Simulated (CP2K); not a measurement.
Consider formaldoxime at its PBE geometry (Å).

```xyz
6

C    -0.8804   -0.1159   -0.0175
N     0.2661   -0.1707    0.5475
O     1.2871    0.2952   -0.3161
H    -1.7224   -0.4620    0.5811
H    -1.0290    0.2511   -1.0382
H     2.0785    0.2023    0.2432
```

Method: CP2K XAS_TDP, all-electron GAPW, PBEh(45%), aug-cc-pVTZ, TDA, GW2X-corrected core level, no relativity.

Question: Where do the O K-edge lines lie, and how strong are they?

Leading lines: O3 534.11 eV. The leading line of an atom is its first one with 35 % of the strongest within 2.5 eV of its lowest line over the strength cut. Core ionisation energies at this level: O3 537.40 eV.

The first six lines of each atom with a strength over 0.0015:

```tsv
atom	energy (eV)	states	strength, one atom	above the computed threshold
O3 (bonded to N and H)	534.06	1	0.0091	
	534.11	1	0.0371	
	534.46	1	0.0357	
	536.25	1	0.0042	
	537.24	1	0.0056	
	537.34	1	0.0075
```

Lines are vertical, at one geometry, with no vibrational structure. GW2X ionisation energies and lines can be off by 1 to 2 eV either way, and a good line position may hide errors that cancel. These values hold no scalar relativity, about 0.4 eV for O 1s. Rydberg lines, and the discretised continuum above threshold, depend on the basis and the box.

[Banner, clock and machine lines of the logs are left out without a mark of their own.]

[Logs are printed without paths, hosts, clocks, repeated set-up lines and the standing remarks that a program may print on its own settings, such as how far it seeks lower states.]

[Hosts, paths, dates, database ids (printed as entryN), source tags and the programs' standing remarks are cut or masked in the printed files.]
